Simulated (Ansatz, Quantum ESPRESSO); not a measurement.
# Lattice dynamics of SrOs (Pm-3m) in two programs, part 3 of 4

Aim: the phonon dispersion of SrOs (Pm-3m), checked by a second program.

Quantum ESPRESSO 7.5; DFT LDA, scalar-relativistic, plane waves, JTH PAW pseudopotentials.

So far. Step 5 (Phonons on a q mesh): The acoustic modes at Γ come out as far as 1.5 cm⁻¹ from zero, where they should vanish, a small numerical error. The relaxed cell has a = 3.481 Å (conventional setting).

The structure was built from a prototype and need not be the compound's stable phase.

## 7. Interpolated phonon bands

From the force constants any wavevector is cheap; points of the mesh come back as solved, but for the sum rule and, in polar crystals, the LO-TO term at Γ; the rest is interpolation.

matdyn.in

```
&INPUT
  asr              = 'simple'
  flfrc            = 'x.fc'
  flfrq            = 'x.freq'
  flvec            = 'x.modes'
  q_in_band_form   = .true.
  q_in_cryst_coord = .true.
/
8
  0.0000000   0.0000000   0.0000000  12  ! GAMMA
  0.0000000   0.5000000   0.0000000  12  ! X
  0.5000000   0.5000000   0.0000000  12  ! M
  0.0000000   0.0000000   0.0000000  12  ! GAMMA
  0.5000000   0.5000000   0.5000000  12  ! R
  0.0000000   0.5000000   0.0000000   1  ! X
  0.5000000   0.5000000   0.5000000  12  ! R
  0.5000000   0.5000000   0.0000000   1  ! M
```

Started as:

```sh
$ matdyn.x -in matdyn.in > matdyn.out
```

Numbers of over 12 decimals in the logs are rounded to 6 here.

Output:

```text
[banner, memory and clock lines left out]
Program MATDYN v.7.5

 mass for atomic type   1 not given; uses mass from file x.fc
 mass for atomic type   2 not given; uses mass from file x.fc
     Message from routine matdyn:
     Z* not found in file x.fc, TO-LO splitting at q=0 will be absent!
     Message from routine matdyn:
     Z* not found in file x.fc, TO-LO splitting at q=0 will be absent!

Note: The following floating-point exceptions are signalling: IEEE_UNDERFLOW_FLAG
```

The job ended after 0.68 s (1 thread of AMD EPYC 7R13 (Zen 3), shared host).

Read from the output:

```
lowest frequency on the path : -77.29 cm⁻¹
```

Matdyn.x, sum rule simple. The phonon branches at the labelled points (cm⁻¹):

```
    point  branch 1  branch 2  branch 3  branch 4  branch 5  branch 6
        Γ         0         0         0       166       166       166
  halfway        20        33        33       148       148       170
        X       -37        63        63       121       121       180
  halfway       -65       -35        79       118       159       184
        M       -77       -77        93       114       186       186
  halfway       -55        46        55       136       156       172
        Γ         0         0         0       166       166       166
  halfway       -34       -34        36       153       161       161
        R       -63       -63       -63       162       162       162
  halfway       -71       -23        38       146       154       180
        X       -37        63        63       121       121       180
jump to R       -63       -63       -63       162       162       162
  halfway       -72       -72        48       140       175       175
        M       -77       -77        93       114       186       186
```

The phonon branches as a text plot (rows in cm⁻¹):

```
    181 |     **************                       *******    ***
    170 |*****      **     *********            ***        ***
    159 | **                * ***  ******************     **
    148 |   **     *         **      ****          ***      *
    137 |         *                                  **      *
    126 |     ****         **                          ***    *
    115 |        **********                                    **
    104 |
     93 |             ****                                     **
     82 |           **    *
     71 |         **       *                                  *
     60 |      ***          *        ***              ****
     49 |     *   *          **                      *       *
     38 |   **               ***    *   *           * *
     27 |  *                *  **                    *      *
     16 | ****                  ** *               *
      5 |**        *             **
     -6 |                        * *
    -17 |                       *   **
    -28 |     *                *      ** *        * *
    -39 |      ***         *  *         **         *    **
    -50 |         * *        *            **     **    *   *
    -61 |          * *    * *              *******    *   **
    -72 |           ********                     *****      *****
         Γ      X      M          Γ            R        X|R     M
```

Lowest modes at the softest wavevector of the mesh; phase exp(i q.(R + tau)). The modes at q = (0.500, 0.000, 0.500) (shares of kinetic energy by element, %) (negative means imaginary):

| mode | frequency (cm⁻¹) | Os % | Sr % |
| --- | --- | --- | --- |
| 1 | -77.3 | 92 | 8 |
| 2 | -77.3 | 92 | 8 |
| 3 | 92.8 | 100 | 0 |
| 4 | 113.9 | 0 | 100 |
| 5 | 186.5 | 8 | 92 |
| 6 | 186.5 | 8 | 92 |

Displacements in mode 1 (-77.3 cm⁻¹), the largest set to 1, in the home cell:
```
Os1 0.00 0.00 1.00
Sr2 0.43 0.00 0.00
```

Displacements in mode 5 (186.5 cm⁻¹), the largest set to 1, in the home cell:
```
Os1  0.20  0.00  0.00
Sr2  0.00  0.00 -1.00
```

Force constants by pair (phonopy on the run's constants); pairs near half the supercell's span include their periodic images. Pair force constants, by row:

```
atom  neighbour  distance (Å)  third of the trace (eV/Å²)  along the pair's line (eV/Å²)
 Os1     itself             0                       1.263                              –
 Os1         Sr         3.015                     -0.7594                          -2.07
 Os1         Os         3.481                       1.211                          3.155
 Os1         Os         4.923                      0.1234                        -0.2252
 Os1         Os          6.03                      0.8089                         0.8089
 Sr2     itself             0                        7.36                              –
 Sr2         Os         3.015                     -0.7594                          -2.07
 Sr2         Sr         3.481                     -0.4837                         -2.438
 Sr2         Sr         4.923                     -0.0398                        -0.0202
 Sr2         Sr          6.03                      0.2862                         0.2862
```

Mode patterns, pair constants, displacements and means over the zone were worked out by phonopy from the force constants of q2r.x.

The path dips to 77i cm⁻¹.

## 8. Sums over the zone

Sums over the zone need many more wavevectors than were solved, so the interpolation is sampled on a dense mesh.

matdyn.in

```
&INPUT
  asr    = 'simple'
  flfrc  = 'x.fc'
  dos    = .true.
  fldos  = 'x.dos'
  nk1    = 13
  nk2    = 13
  nk3    = 13
  deltaE = 0.3
/
```

Started as:

```sh
$ matdyn.x -in matdyn.in > matdyn.out
```

Output:

```text
[banner, memory and clock lines left out]
Program MATDYN v.7.5

 mass for atomic type   1 not given; uses mass from file x.fc
 mass for atomic type   2 not given; uses mass from file x.fc
     Message from routine matdyn:
     Z* not found in file x.fc, TO-LO splitting at q=0 will be absent!

Note: The following floating-point exceptions are signalling: IEEE_UNDERFLOW_FLAG
```

Run time: 5.8 s. Hardware: 1 thread.

Read from the output:

```
share of modes beyond 3i cm⁻¹ on the dense interpolated mesh : 0.261
```

The phonon density of states has structure finer than the step of the table below, so its rows give means over 10 cm⁻¹, whole bins alone (the curve runs from -76.8 to 186 cm⁻¹). Peaks (cm⁻¹: height): total -69.3: 0.0531, 56.7: 0.0468, 155.7: 0.0546, 181.2: 0.0909; Os -69.3: 0.0493, 56.7: 0.0439, 166.2: 0.00817; Sr 155.7: 0.0492, 181.2: 0.0857.

Tetrahedra. The phonon density of states by wavenumber; means over each step; values in 1/cm⁻¹/cell:

```csv
wavenumber (cm⁻¹),total,Os,Sr
-70,0.0433,0.0402,0.00314
-60,0.0387,0.0357,0.00295
-50,0.0273,0.0249,0.00240
-40,0.0181,0.0162,0.00181
-30,0.0113,0.0100,0.00129
-20,0.00795,0.00722,7.3e-4
-10,0.00635,0.00585,5.0e-4
0,0.00675,0.00616,5.9e-4
10,0.00804,0.00716,8.8e-4
20,0.0107,0.00937,0.00137
30,0.0133,0.0116,0.00171
40,0.0184,0.0164,0.00195
50,0.0262,0.0243,0.00197
60,0.0334,0.0314,0.00200
70,0.0149,0.0142,7.1e-4
80,0.00944,0.00916,2.7e-4
90,0.00315,0.00312,3.0e-5
100,0,0,0
110,3.8e-4,1.9e-6,3.8e-4
120,0.0189,6.0e-4,0.0183
130,0.0310,0.00214,0.0289
140,0.0381,0.00344,0.0347
150,0.0438,0.00424,0.0395
160,0.0431,0.00411,0.0390
170,0.0591,0.00567,0.0535
180,0.0636,0.00410,0.0595
```

## 9. Modes with the sum rule

A rigid shift of the crystal must cost nothing, but grids and finite bases break this; the acoustic sum rule is imposed before the matrix is diagonalised again.

dynmat.in

```
&INPUT
  fildyn = 'x.dyn1'
  asr    = 'simple'
  fileig = 'dynmat.eig'
/
```

Started as:

```sh
$ dynmat.x -in dynmat.in > dynmat.out
```

Output:

```text
[banner, memory and clock lines left out]
Program DYNMAT v.7.5

     Reading Dynamical Matrix from file x.dyn1
     ...Force constants read
     ...epsilon and Z* not read (not found on file)
     A direction for q was not specified:TO-LO splitting will be absent

     Polarizability (A^3 units)
     multiply by 1.000000 for Clausius-Mossotti correction
         0.000000    0.000000    0.000000
         0.000000    0.000000    0.000000
         0.000000    0.000000    0.000000

     IR activities are in (D/A)^2/amu units

# mode   [cm-1]    [THz]      IR
    1     -0.00   -0.0000    0.0000
    2      0.00    0.0000    0.0000
    3      0.00    0.0000    0.0000
    4    165.94    4.9748    0.0000
    5    165.94    4.9748    0.0000
    6    165.94    4.9748    0.0000
```

It took 0.68 s on 1 thread.

Numbers from this step:

```yaml
highest_optical_zone_centre_mode_no_lo_to_term: 165.9 cm⁻¹
lowest_optical_zone_centre_mode: 165.9 cm⁻¹
```

Unit eigenvectors of the mass-weighted matrix after the sum rule; no LO-TO term. Modes at Γ, with each element's share of the kinetic energy:

| mode | frequency (cm⁻¹) | symmetry | Os % | Sr % |
| --- | --- | --- | --- | --- |
| 1 | 0.0 | acoustic | 68 | 32 |
| 2 | 0.0 | acoustic | 68 | 32 |
| 3 | 0.0 | acoustic | 68 | 32 |
| 4 | 165.9 | T1u | 32 | 68 |
| 5 | 165.9 | T1u | 32 | 68 |
| 6 | 165.9 | T1u | 32 | 68 |

Displacements in mode 4 (165.9 cm⁻¹), the largest set to 1:
```
Os1  0.00  0.00 -0.46
Sr2  0.00  0.00  1.00
```

The rule moves no optical mode by more than 0.1 cm⁻¹.

## 10. Sum rules set otherwise: a sum rule for molecules or wires on a crystal

This rule also removes rotations, which suits wires and not a crystal; it is tried to see the harm.

dynmat.in

```
&INPUT
  fildyn = 'x.dyn1'
  asr    = 'one-dim'
  fileig = 'dynmat.eig'
/
```

Started as:

```sh
$ dynmat.x -in dynmat.in > dynmat.out
```

Output:

```text
[banner, memory and clock lines left out]
Program DYNMAT v.7.5

     Reading Dynamical Matrix from file x.dyn1
     ...Force constants read
     ...epsilon and Z* not read (not found on file)
asr rotation axis in 1D system=    3
     Acoustic Sum Rule: || Z*(ASR) - Z*(orig)|| =    0.000000E+00
     Acoustic Sum Rule: ||dyn(ASR) - dyn(orig)||=    2.500806E-01
     A direction for q was not specified:TO-LO splitting will be absent

     Polarizability (A^3 units)
     multiply by 1.000000 for Clausius-Mossotti correction
         0.000000    0.000000    0.000000
         0.000000    0.000000    0.000000
         0.000000    0.000000    0.000000

     IR activities are in (D/A)^2/amu units

# mode   [cm-1]    [THz]      IR
    1     -0.00   -0.0000    0.0000
    2     -0.00   -0.0000    0.0000
    3     -0.00   -0.0000    0.0000
    4      0.00    0.0000    0.0000
    5    165.95    4.9751    0.0000
    6    165.95    4.9751    0.0000
```

Elapsed: 0.64 s, on 1 thread.

The program raised no error, yet the settings are not those of a careful run.

The fault: a sum rule for molecules or wires on a crystal; 1 optical mode is projected out to zero frequency, as if it were a rotation.

For a crystal the rule has to be 'simple' or 'crystal'.

Zone-centre frequencies as printed; negative means imaginary. Modes:

| mode | frequency (cm⁻¹) |
| --- | --- |
| 1 | 0 |
| 2 | 0 |
| 3 | 0 |
| 4 | 0 |
| 5 | 165.9 |
| 6 | 165.9 |

## 11. Sum rules set otherwise (asr crystal)

The rule can be imposed in more than one way; the choices should agree where the raw error is small.

dynmat.in

```
&INPUT
  fildyn = 'x.dyn1'
  asr    = 'crystal'
  fileig = 'dynmat.eig'
/
```

Started as:

```sh
$ dynmat.x -in dynmat.in > dynmat.out
```

Output:

```text
[banner, memory and clock lines left out]
Program DYNMAT v.7.5

     Reading Dynamical Matrix from file x.dyn1
     ...Force constants read
     ...epsilon and Z* not read (not found on file)
     Acoustic Sum Rule: || Z*(ASR) - Z*(orig)|| =    0.000000E+00
     Acoustic Sum Rule: ||dyn(ASR) - dyn(orig)||=    6.957943E-05
     A direction for q was not specified:TO-LO splitting will be absent

     Polarizability (A^3 units)
     multiply by 1.000000 for Clausius-Mossotti correction
         0.000000    0.000000    0.000000
         0.000000    0.000000    0.000000
         0.000000    0.000000    0.000000

     IR activities are in (D/A)^2/amu units

# mode   [cm-1]    [THz]      IR
    1     -0.00   -0.0000    0.0000
    2     -0.00   -0.0000    0.0000
    3     -0.00   -0.0000    0.0000
    4    165.95    4.9751    0.0000
    5    165.95    4.9751    0.0000
    6    165.95    4.9751    0.0000
```

Run time: 0.64 s. Hardware: 1 thread.

Zone-centre frequencies as printed; negative means imaginary. Modes:

```csv
mode,frequency (cm⁻¹)
1,0
2,0
3,0
4,165.9
5,165.9
6,165.9
```

Against the first rule no mode moves by more than 0.1 cm⁻¹.

## 12. The dispersion under another sum rule (asr crystal)

The sum rule corrects the force constants themselves, so it can shift branches at any wavevector, low ones most.

matdyn.in

```
&INPUT
  asr              = 'crystal'
  flfrc            = 'x.fc'
  flfrq            = 'x.freq'
  flvec            = 'x.modes'
  q_in_band_form   = .true.
  q_in_cryst_coord = .true.
/
8
  0.0000000   0.0000000   0.0000000   8  ! GAMMA
  0.0000000   0.5000000   0.0000000   8  ! X
  0.5000000   0.5000000   0.0000000   8  ! M
  0.0000000   0.0000000   0.0000000   8  ! GAMMA
  0.5000000   0.5000000   0.5000000   8  ! R
  0.0000000   0.5000000   0.0000000   1  ! X
  0.5000000   0.5000000   0.5000000   8  ! R
  0.5000000   0.5000000   0.0000000   1  ! M
```

Started as:

```sh
$ matdyn.x -in matdyn.in > matdyn.out
```

Output:

```text
[banner, memory and clock lines left out]
Program MATDYN v.7.5

 mass for atomic type   1 not given; uses mass from file x.fc
 mass for atomic type   2 not given; uses mass from file x.fc
 Norm of the difference between old and new effective charges:    0.000000

 Norm of the difference between old and new force-constants:   2.46e-05

     Message from routine matdyn:
     Z* not found in file x.fc, TO-LO splitting at q=0 will be absent!
     Message from routine matdyn:
     Z* not found in file x.fc, TO-LO splitting at q=0 will be absent!

Note: The following floating-point exceptions are signalling: IEEE_UNDERFLOW_FLAG
```

Elapsed: 0.65 s, on 1 thread.

Read from the output:

```
lowest frequency on the path : -77.28 cm⁻¹
```

At the labelled points the branches move by no more than 0.2 cm⁻¹.

(Continued in part 4 of 4.)

[Host names and launcher messages were left out of these logs when they were recorded.]

[Logs are printed without paths, hosts, clocks, repeated set-up lines and the standing remarks that a program may print on its own settings, such as how far it seeks lower states.]

[Hosts, paths, dates, database ids (printed as entryN), source tags and the programs' standing remarks are cut or masked in the printed files.]
